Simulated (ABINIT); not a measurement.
Computed results, one entry a study.

```json
{"subject": "PbO (Massicot): a self-consistent loop beyond G0W0, cycle by cycle", "lattice_ang": [[5.8931, 0.0, 0.0], [0.0, 5.4904, 0.0], [0.0, 0.0, 4.7528]], "atoms": [["Pb", 0.2297, 0.9884, 0.25], ["Pb", 0.7703, 0.0116, 0.75], ["Pb", 0.2297, 0.5116, 0.75], ["Pb", 0.7703, 0.4884, 0.25], ["O", 0.8653, 0.0917, 0.25], ["O", 0.1347, 0.9083, 0.75], ["O", 0.8653, 0.4083, 0.75], ["O", 0.1347, 0.5917, 0.25]], "method": "RPA screening on LDA from quasiparticle energies, plane waves, norm-conserving pseudopotentials (and 5 further levels or steps)", "program": "ABINIT 10.8.3", "settings": "cutoff 42 Ha, PseudoDojo scalar-relativistic 0.4.1 stringent, norm-conserving, potential set dojo-sr-lda-0.4.1-stringent, ngkpt (2, 2, 2), nband 157, ecuteps 3.9 Ha, gwcalctyp 10, inclvkb 2, shiftk (0, 0, 0), symchi 1, awtr 1, frequency ppm, cycle 3, q points all but q = 0, 2×2×2 k-mesh", "notes": "The program’s warnings: nproc spkpt=  >= nkpt= * nsppol=. The cell and positions come from the Crystallography Open Database and are kept as given unless a step says otherwise. Limits: no spin-orbit coupling. The first cycle of evGW0 takes the full correction, without the factor Z, so it overshoots the one-shot value. Against experiment, by evGW, cycle 3: the gap of 3.55 eV lies +1.05 eV from the measured 2.5 eV (kind not stated, quoted 2017). These are gaps on the mesh, at modest bands and cutoff. The calculation has static nuclei and no excitons; a measured gap holds zero-point and thermal motion, which mostly lowers it. With atoms this heavy the missing spin-orbit coupling may be the largest error. The 2×2×2 mesh is coarse for this cell, which bears on the long-range parts of exchange and screening.", "results": {"g0w0": "3.291 eV", "evgw0_cycle_1": "3.444 eV", "evgw0_cycle_2": "3.342 eV", "evgw0_cycle_3": "3.351 eV", "evgw_cycle_1": "3.529 eV", "evgw_cycle_2": "3.547 eV", "evgw_cycle_3": "3.549 eV", "known_limits": "short of the basis limit; no spin-orbit coupling; coarse k mesh"}}
```

[Long decimals in the printed logs are rounded to 6 places.]

[Logs are printed without paths, hosts, clocks, repeated set-up lines and the standing remarks that a program may print on its own settings, such as how far it seeks lower states.]

[Paths, hosts, dates, memory and timing lines, banners, echoed tables and standing remarks are left out of the program output; an Ansatz launch command may be rebuilt from the run's recorded settings. Measured values are a selection of at most five: reports struck by readers or far from the other reports are left out. None is set beside runs whose start may be inverted or whose files or cutoffs have a known fault.]

[Runs of the session that timed out or met a known fault of the program may be left out.]

[Hosts, paths, dates, database ids (printed as entryN), source tags and the programs' standing remarks are cut or masked in the printed files.]

[G0W0 gaps are taken among the corrected bands and points alone; a level outside them can change the order at an edge.]

[Where Ansatz stands beside ABINIT at settings called matched, ABINIT's density can come from a denser mesh and the files from another edition; pairs whose starting gaps differed by over 0.03 eV were left out, so agreement reads better than it is.]
